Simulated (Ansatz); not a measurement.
# SrB4 (built on the sites of a database entry of SrIn4): a soft mode frozen in, part 2 of 2

Which phase does SrB4 (built on the sites of a database entry of SrIn4) fall into along its unstable mode, and how much energy does it gain?

Ansatz 0.2.0; DFT PBEsol, scalar-relativistic, plane waves, PAW.

So far, highest frequency on the path or at a solved wavevector (cm⁻¹): step 2 (phonons on a q mesh) 752. Also lowest frequency on the path (cm⁻¹): step 2 -460.

The structure was built from a prototype and need not be the compound's stable phase.

### Step 4. The mode frozen in, largest atomic shift 0.22 Å

The atoms are moved along the unstable eigenvector, the largest shift by 0.22 Å, with the cell fixed.

File input.yaml:

```yaml
crystal:
  lattice:
    - [0.0, -3.1456716314, 0.0]
    - [-3.1456716314, 0.0, 0.0]
    - [0.0, 0.0, -10.5221530169]
  atoms:
    - { symbol: Sr, position: [0.5, 0.4986123946, 0.5] }
    - { symbol: Sr, position: [1.0, 1.0013876054, 0.0] }
    - { symbol: B, position: [0.5, 1.0699373698, 0.25] }
    - { symbol: B, position: [0.0, 0.4300626302, 0.75] }
    - { symbol: B, position: [1.0, 0.4300626302, 0.25] }
    - { symbol: B, position: [0.5, 0.0699373698, 0.75] }
    - { symbol: B, position: [0.5, 0.5545376566, 0.1660058169] }
    - { symbol: B, position: [1.0, 0.9454623434, 0.6660058169] }
    - { symbol: B, position: [0.0, -0.0545376566, 0.3339941831] }
    - { symbol: B, position: [0.5, 0.5545376566, 0.8339941831] }
kpoints:
  mp_grid: { grid: [12, 12, 4] }
hamiltonian:
  xc: pbesol
scf:
  occupations: { method: methfessel_paxton, width: 0.2 }
output:
  forces: true
  stress: true
  eigenvalues: true
```

On the command line:

```bash
$ ansatz run input.yaml --threads 8 --pin off --max-ram 14336MiB --backend cpu --events-out ev --progress --plain --runs-dir out
```

Numbers of over 12 decimals in the logs are rounded to 6 here.

The log of the run:

```text
[...]
Crystal: 10 atoms, lattice volume = 104.119 Å³
Basis set: ecut = 420 eV, 2051 PW (Γ), exchange–correlation on 48×48×144 points (8 copies of the dense FFT grid, shifted against one another)
Bands: 32, of which v1, the nominal top of the filled ones, is band 22 counted from 1 (21 counted from 0)
Symmetry: 8 space group operations
[...]
k-points: 147 of 576
[...]
k-point 0: bands = [... 18 lower, 10.0014, 10.3510, 10.8447, 11.4874, 11.9143, 12.2969, 12.8179, 13.4210, ... 6 higher]
  k-point 1: bands = [... 18 lower, 9.8696, 9.9519, 11.4721, 11.7892, 11.8167, 12.4859, 12.9007, 13.3262, ... 6 higher]
  k-point 2: bands = [... 18 lower, 9.8548, 9.8548, 11.6455, 11.6455, 12.8971, 12.8971, 12.9243, 12.9243, ... 6 higher]
  k-point 146: bands = [... 18 lower, 7.6962, 7.6962, 7.7348, 7.7348, 10.5588, 10.5588, 15.6744, 15.6744, ... 6 higher]
[key lines of the parts left out:]
SCF converged after 6 iterations
Free energy (F): -8204.047428 eV
Fermi energy:    11.249640 eV
P = ⅓ Tr σ = -0.4082 GPa (-4.082 kbar)
```

The job ended after 4.1 s (8 threads of Arm Neoverse V1, shared host; peak memory 0.72 GiB; 31 s of CPU time).

Numbers from this step:

```
pressure                         : -0.4082 GPa
energy from the undistorted cell : -92.03 meV/atom
```

The energy, extrapolated to zero smearing, is -92.03 meV/atom against the undistorted cell.

The run ends at a pressure of -0.41 GPa, with forces up to 1.4 eV/Å.

### Step 5. Energy along the mode, all amplitudes (two of the runs are shown above)

An imaginary frequency means negative curvature, so the energy should fall and then rise again as anharmonic terms take over.

This step gave:

| Property | Result |
| --- | --- |
| depth at the lowest point sampled | 92.03 meV/atom |
| largest atomic shift at that point | 0.22 Å |

The energy from the parent by largest atomic shift:

| largest atomic shift (Å) | energy from the parent (meV/atom) |
| --- | --- |
| 0.000 | 0 |
| 0.040 | -4.44 |
| 0.080 | -18.0 |
| 0.140 | -53.0 |
| 0.220 | -92.0 |
| 0.320 | -90.7 |
| 0.450 | 34.0 |

Displacement at unit largest shift by atom:

| atom | x (Å) | y (Å) | z (Å) | size |
| --- | --- | --- | --- | --- |
| Sr1 | 0.02 | 0.00 | 0.00 | 0.02 |
| Sr2 | -0.02 | 0.00 | 0.00 | 0.02 |
| B3 | -1.00 | 0.00 | 0.00 | 1.00 |
| B4 | 1.00 | 0.00 | 0.00 | 1.00 |
| B5 | 1.00 | 0.00 | 0.00 | 1.00 |
| B6 | -1.00 | 0.00 | 0.00 | 1.00 |
| B7 | -0.78 | 0.00 | 0.00 | 0.78 |
| B8 | 0.78 | 0.00 | 0.00 | 0.78 |
| B9 | 0.78 | 0.00 | 0.00 | 0.78 |
| B10 | -0.78 | 0.00 | 0.00 | 0.78 |

The lowest of the steps tried is at 0.22 Å, 92.0 meV/atom below the parent; the bottom of the well need not coincide with a step.

### Step 6. Relaxation from the frozen mode

Starting from the lowest point found, all atoms and the cell are let go, so that strain and other modes of the same symmetry can join in.

Changes to input.yaml since step 4:

```diff
@@ -26 +26,6 @@
   eigenvalues: true
+relax:
+  adjacent_minimum: "off"
+  f_tol: 0.002
+  max_steps: 120
+  cell: { stress_tol: 0.03 }
```

The log of the run:

```text
[...]
Crystal: 10 atoms, lattice volume = 104.119 Å³
Basis set: ecut = 420 eV, 2051 PW (Γ), exchange–correlation on 48×48×144 points (8 copies of the dense FFT grid, shifted against one another)
Bands: 32, of which v1, the nominal top of the filled ones, is band 22 counted from 1 (21 counted from 0)
Symmetry: 8 space group operations
[...]
k-points: 147 of 576
[...]
SCF iter   1: F=—  HF=-8204.059197 eV  |F-HF|=—  |Δ(HF+E_count)|=         —  Δρ=6.27e-3  dr2=4.46e-2  ethr=1.77e-3  ⟨swp⟩=10.5  Hψ=30232  notcnv=0  defer=1
[...]
SCF iter   6: F=-8204.047428 eV  HF=-8204.047428 eV  |F-HF|=8.65e-9  |Δ(HF+E_count)|=   2.17e-8  S|Δr|=    0.00e0  Δρ=6.59e-6  dr2=3.92e-8  ethr=2.27e-10  ⟨swp⟩=10.7  Hψ=26030  notcnv=0
SCF 1 converged in 6 iterations: F = -8204.047428 eV  dr2 = 3.92e-8
[...]
relax step   1: F+E_penalty+E_count = -8204.04742848 eV  Δ(F+E_penalty+E_count) = +0.000e0 eV  max|allowed force component| = 1.209e0 eV/Å  Δτ_max = 0.0000 Å  P = -0.408 GPa  Ω = 104.119 Å³  (6 SCF iters, dr2 threshold 1.00e-7 eV, accepted)
Crystal: 10 atoms, lattice volume = 107.032 Å³
Basis set: ecut = 420 eV, 2103 PW (Γ), exchange–correlation on 48×48×144 points (8 copies of the dense FFT grid, shifted against one another)
[...]
SCF iter   6: F=-8204.742886 eV  HF=-8204.742886 eV  |F-HF|=7.14e-8  |Δ(HF+E_count)|=   5.84e-9  S|Δr|=    0.00e0  Δρ=1.21e-5  dr2=2.12e-7  ethr=2.27e-9  ⟨swp⟩=8.7  Hψ=24884  notcnv=0
SCF 2 converged in 6 iterations: F = -8204.742886 eV  dr2 = 2.12e-7
relax step   2: F+E_penalty+E_count = -8204.74288580 eV  Δ(F+E_penalty+E_count) = -6.955e-1 eV  max|allowed force component| = 7.125e-1 eV/Å  Δτ_max = 0.0988 Å  P = -4.346 GPa  Ω = 107.032 Å³  energy of the carried Pulay correction = -2.954e-3 eV  (6 SCF iters, dr2 threshold 1.00e-6 eV, accepted)
Crystal: 10 atoms, lattice volume = 106.116 Å³
Basis set: ecut = 420 eV, 2079 PW (Γ), exchange–correlation on 48×48×144 points (8 copies of the dense FFT grid, shifted against one another)
[...]
SCF iter   5: F=-8205.009405 eV  HF=-8205.009405 eV  |F-HF|=3.19e-7  |Δ(HF+E_count)|=   5.81e-7  S|Δr|=    0.00e0  Δρ=1.67e-5  dr2=5.80e-7  ethr=2.27e-9  ⟨swp⟩=9.1  Hψ=26365  notcnv=0
SCF 3 converged in 5 iterations: F = -8205.009405 eV  dr2 = 5.80e-7
relax step   3: F+E_penalty+E_count = -8205.00940457 eV  Δ(F+E_penalty+E_count) = -2.665e-1 eV  max|allowed force component| = 4.608e-1 eV/Å  Δτ_max = 0.0761 Å  P = -3.028 GPa  Ω = 106.116 Å³  energy of the carried Pulay correction = -2.033e-3 eV  (5 SCF iters, dr2 threshold 1.00e-6 eV, accepted)
[... from here on, the SCF cycles and remarks between the steps are left out ...]
relax step   4: F+E_penalty+E_count = -8205.11195671 eV  Δ(F+E_penalty+E_count) = -1.026e-1 eV  max|allowed force component| = 1.983e-1 eV/Å  Δτ_max = 0.0706 Å  P = +0.753 GPa  Ω = 104.571 Å³  energy of the carried Pulay correction = -4.631e-4 eV  (5 SCF iters, dr2 threshold 1.00e-6 eV, accepted)
relax step   5: F+E_penalty+E_count = -8205.12261831 eV  Δ(F+E_penalty+E_count) = -1.066e-2 eV  max|allowed force component| = 1.682e-1 eV/Å  Δτ_max = 0.0675 Å  P = +0.947 GPa  Ω = 104.011 Å³  energy of the carried Pulay correction = +1.119e-4 eV  (5 SCF iters, dr2 threshold 1.00e-6 eV, accepted)
relax step   6: F+E_penalty+E_count = -8205.12692176 eV  Δ(F+E_penalty+E_count) = -4.303e-3 eV  max|allowed force component| = 2.005e-1 eV/Å  Δτ_max = 0.0230 Å  P = -0.957 GPa  Ω = 105.602 Å³  energy of the carried Pulay correction = -1.514e-3 eV  (5 SCF iters, dr2 threshold 1.00e-6 eV, accepted)
relax step   7: F+E_penalty+E_count = -8205.13827566 eV  Δ(F+E_penalty+E_count) = -1.135e-2 eV  max|allowed force component| = 4.866e-2 eV/Å  Δτ_max = 0.0201 Å  P = -0.244 GPa  Ω = 105.069 Å³  energy of the carried Pulay correction = -9.717e-4 eV  (5 SCF iters, dr2 threshold 1.00e-6 eV, accepted)
relax step   8: F+E_penalty+E_count = -8205.13958044 eV  Δ(F+E_penalty+E_count) = -1.305e-3 eV  max|allowed force component| = 1.807e-2 eV/Å  Δτ_max = 0.0072 Å  P = +0.119 GPa  Ω = 104.774 Å³  energy of the carried Pulay correction = -6.709e-4 eV  (5 SCF iters, dr2 threshold 3.51e-7 eV, accepted)
relax step   9: F+E_penalty+E_count = -8205.13970161 eV  Δ(F+E_penalty+E_count) = -1.212e-4 eV  max|allowed force component| = 3.287e-3 eV/Å  Δτ_max = 0.0031 Å  P = +0.037 GPa  Ω = 104.866 Å³  energy of the carried Pulay correction = -7.650e-4 eV  (4 SCF iters, dr2 threshold 1.85e-7 eV, accepted)
relax step  10: F+E_penalty+E_count = -8205.13967543 eV  Δ(F+E_penalty+E_count) = +2.618e-5 eV  max|allowed force component| = 1.948e-3 eV/Å  Δτ_max = 0.0005 Å  P = -0.005 GPa  Ω = 104.900 Å³  energy of the carried Pulay correction = -7.996e-4 eV  (4 SCF iters, dr2 threshold 7.13e-9 eV, accepted)
relax step  11: F+E_penalty+E_count = -8205.14396052 eV  Δ(F+E_penalty+E_count) = -4.285e-3 eV  max|allowed force component| = 1.844e-3 eV/Å  Δτ_max = 0.0000 Å  P = +0.062 GPa  Ω = 104.900 Å³  stress off target by 1.81e-1 GPa  SCF on the basis re-selected at this cell (its energy is not comparable with the rows above)  (5 SCF iters)
relax step  12: F+E_penalty+E_count = -8205.14393414 eV  Δ(F+E_penalty+E_count) = +2.638e-5 eV  max|allowed force component| = 2.399e-3 eV/Å  Δτ_max = 0.0004 Å  P = -0.011 GPa  Ω = 104.940 Å³  energy of the carried Pulay correction = -5.328e-5 eV  (4 SCF iters, dr2 threshold 8.20e-8 eV, accepted)
relax step  13: F+E_penalty+E_count = -8205.14393384 eV  Δ(F+E_penalty+E_count) = +3.003e-7 eV  max|allowed force component| = 1.281e-3 eV/Å  Δτ_max = 0.0004 Å  P = -0.001 GPa  Ω = 104.942 Å³  energy of the carried Pulay correction = -5.498e-5 eV  (4 SCF iters, dr2 threshold 3.78e-9 eV, accepted)
[...]
SCF iter   4: F=-8205.143985 eV  HF=-8205.143985 eV  |F-HF|=7.28e-12  |Δ(HF+E_count)|=  8.71e-10  S|Δr|=    0.00e0  Δρ=1.01e-7  dr2=5.40e-12  ethr=1.00e-12  ⟨swp⟩=6.3  Hψ=25574  notcnv=0
SCF 14 converged in 4 iterations: F = -8205.143985 eV  dr2 = 5.40e-12
relax step  14: F+E_penalty+E_count = -8205.14398514 eV  Δ(F+E_penalty+E_count) = -5.130e-5 eV  max|allowed force component| = 1.282e-3 eV/Å  Δτ_max = 0.0000 Å  P = -0.001 GPa  Ω = 104.942 Å³  stress off target by 1.23e-2 GPa  SCF on the basis re-selected at this cell (its energy is not comparable with the rows above)  (4 SCF iters)
[...]
SCF converged after 4 iterations
[...]
Free energy (F): -8205.143985 eV
[...]
Internal energy: -8205.145760 eV  (E = F + TS)
E sigma→0 (E₀):  -8205.144429 eV
Entropy (-TS):   0.001774 eV (0.177 meV/atom)
Fermi energy:    11.639319 eV
[...]
--- Forces (eV/Å), atoms counted from 1 ---
  atom   1  Sr    -0.00015055     0.00000000     0.00000000
  atom   2  Sr     0.00015055     0.00000000     0.00000000
  atom   3  B      0.00128169     0.00000000     0.00044613
  atom   4  B     -0.00128169     0.00000000     0.00044613
  atom   5  B     -0.00128169     0.00000000    -0.00044613
  atom   6  B      0.00128169     0.00000000    -0.00044613
  atom   7  B     -0.00033145     0.00000000     0.00043697
  atom   8  B      0.00033145     0.00000000     0.00043697
  atom   9  B      0.00033145     0.00000000    -0.00043697
  atom  10  B     -0.00033145     0.00000000    -0.00043697
  max |Σ_I F_I| component: 1.11e-16 eV/Å
--- Stress (GPa, compression-positive) ---
       -0.011388       0.000000       0.000000
        0.000000       0.012335       0.000000
        0.000000       0.000000      -0.004857
  P = ⅓ Tr σ = -0.0013 GPa (-0.013 kbar)
--- Band table (eV; the first three rows and the last of 147) ---
  k-point 0: bands = [... 18 lower, 7.7589, 10.5405, 10.7806, 11.8890, 11.9587, 13.0422, 13.7655, 14.3971, ... 6 higher]
  k-point 1: bands = [... 18 lower, 8.0968, 9.7003, 11.5779, 11.9423, 11.9739, 13.0056, 13.5945, 13.7452, ... 6 higher]
  k-point 2: bands = [... 18 lower, 8.8211, 8.8211, 11.8847, 11.8847, 12.5971, 12.5971, 13.4349, 13.4349, ... 6 higher]
  k-point 146: bands = [... 18 lower, 7.9746, 7.9746, 8.4578, 8.4578, 10.4129, 10.4129, 14.4445, 14.4445, ... 6 higher]
--- Relaxed structure (12 steps of the walk, 12 accepted, 2 SCFs on fresh bases) ---
  F+E_penalty+E_count = -8205.14398514 eV   max|allowed force component| = 1.282e-3 eV/Å   (the final SCF, on the basis selected at the relaxed cell)
  cell:  # Å, volume = 104.9424 Å³
    - [0.0, -3.026191, 0.0]
    - [-3.261868, 0.0, 0.0]
    - [0.0, 0.0, -10.631349]
  atoms:
    - { symbol: Sr, position: [0.500000, 0.423459, 0.500000] }
    - { symbol: Sr, position: [1.000000, 1.076541, -1.339519413914023e-19] }
    - { symbol: B, position: [0.500000, 1.103018, 0.238541] }
    - { symbol: B, position: [0, 0.396982, 0.738541] }
    - { symbol: B, position: [1.000000, 0.396982, 0.261459] }
    - { symbol: B, position: [0.500000, 0.103018, 0.761459] }
    - { symbol: B, position: [0.500000, 0.602855, 0.181093] }
    - { symbol: B, position: [1.000000, 0.897145, 0.681093] }
    - { symbol: B, position: [0, -0.102855, 0.318907] }
    - { symbol: B, position: [0.500000, 0.602855, 0.818907] }
```

Wall time 58 s (8 threads); peak memory 0.78 GiB; 7.4 min of CPU time.

The steps of the relaxation:

| step | energy less that of the first step (eV) | largest force component (eV/Å) | pressure (GPa) | volume (Å³) |
| --- | --- | --- | --- | --- |
| 1 | 0.0000 | 1.2092 | -0.41 | 104.12 |
| 2 | -0.6955 | 0.7125 | -4.35 | 107.03 |
| 3 | -0.9620 | 0.4608 | -3.03 | 106.12 |
| 4 | -1.0645 | 0.1983 | 0.75 | 104.57 |
| 5 | -1.0752 | 0.1682 | 0.95 | 104.01 |
| 6 | -1.0795 | 0.2005 | -0.96 | 105.60 |
| 7 | -1.0908 | 0.0487 | -0.24 | 105.07 |
| 8 | -1.0922 | 0.0181 | 0.12 | 104.77 |
| 9 | -1.0923 | 0.0033 | 0.04 | 104.87 |
| 10 | -1.0922 | 0.0019 | -0.01 | 104.90 |
| 11* | -1.0965 | 0.0018 | 0.06 | 104.90 |
| 12 | -1.0965 | 0.0024 | -0.01 | 104.94 |
| 13 | -1.0965 | 0.0013 | 0.00 | 104.94 |
| 14* | -1.0966 | 0.0013 | 0.00 | 104.94 |

Relaxation steps marked * repeat the geometry before them on a plane-wave basis chosen anew for their cell, so energy and pressure can jump there.

The run keeps the 8 symmetry operations that it works with, so distortions that break them were not tested.

| cell as run | before | after | change |
| --- | --- | --- | --- |
| a (Å) | 3.146 | 3.026 | -3.8 % |
| b (Å) | 3.146 | 3.262 | +3.7 % |
| c (Å) | 10.522 | 10.631 | +1.0 % |
| volume (Å³/atom) | 10.41 | 10.49 | +0.8 % |

The atoms that moved most (Å, as changes of fractional coordinates times the final cell):

| atom | dx | dy | dz | length |
| --- | --- | --- | --- | --- |
| Sr2 | -0.245 | 0.000 | 0.000 | 0.245 |
| Sr1 | 0.245 | 0.000 | 0.000 | 0.245 |
| B10 | -0.158 | 0.000 | 0.160 | 0.225 |
| B9 | 0.158 | 0.000 | 0.160 | 0.225 |
| B7 | -0.158 | 0.000 | -0.160 | 0.225 |
| B8 | 0.158 | 0.000 | -0.160 | 0.225 |
| B5 | 0.108 | 0.000 | -0.122 | 0.163 |
| B3 | -0.108 | 0.000 | 0.122 | 0.163 |

Final coordinates:

```xyz
10
Lattice="0.0000 -3.0262 0.0000 -3.2619 0.0000 0.0000 0.0000 0.0000 -10.6313" Properties=species:S:1:pos:R:3 pbc="T T T"
Sr   -1.3813   -1.5131   -5.3157
Sr   -3.5115   -3.0262    0.0000
B    -3.5979   -1.5131   -2.5360
B    -1.2949    0.0000   -7.8517
B    -1.2949   -3.0262   -2.7797
B    -0.3360   -1.5131   -8.0953
B    -1.9664   -1.5131   -1.9253
B    -2.9264   -3.0262   -7.2409
B     0.3355    0.0000   -3.3904
B    -1.9664   -1.5131   -8.7061
```

Numbers from this step:

```yaml
pressure: -0.001303 GPa
volume_per_atom: 10.49 Å³
```

The distorted start has space group Pmmn; the relaxation ends in Pmmn.

### Step 7. Results

```yaml
unstable_mode_of_the_parent: q = (-0.5, -0.5, -0.5), 460i cm⁻¹
depth_at_the_lowest_point_sampled: 92.0 meV/atom
largest_atomic_shift_at_that_point: 0.22 Å
space_group_reached_within_0p01_a: Pmmn
energy_gained_over_the_parent_first_relaxation_on_the_mesh_of_the_frozen_mode: 202 meV/atom
volume_per_atom_phase_reached: 10.5 Å³
```

What this shows: Along this mode the structure falls into Pmmn, 202 meV/atom below the parent. At the parent's cell the well is 92.03 meV/atom deep on the steps tried, with its lowest point at a shift of 0.22 Å. Relaxing atoms and cell changes the gain by +109.74 meV/atom against the lowest step (energies at zero smearing). The modes of the phase reached were not computed on this path. Of the 5 patterns followed to their end from this parent, this one ends 52.5 meV/atom above the lowest, Cmcm. Each path keeps the symmetry of its pattern, so a lower phase may lie along a pattern not tried. The q mesh stands for a supercell only 6.3 Å across, so branches between the solved wavevectors are rough. With no gap, or one that is small against the smearing, the frequencies hang on the k mesh and the smearing, most of all near Kohn anomalies. A phonon run warned that its eigensolver left some bands unconverged in a pass. The starting cell was built on a prototype and not taken from a measurement, so the phase need not exist.

[Logs are printed without paths, hosts, clocks, repeated set-up lines and the standing remarks that a program may print on its own settings, such as how far it seeks lower states.]

[Hosts, paths, dates, database ids (printed as entryN), source tags and the programs' standing remarks are cut or masked in the printed files.]
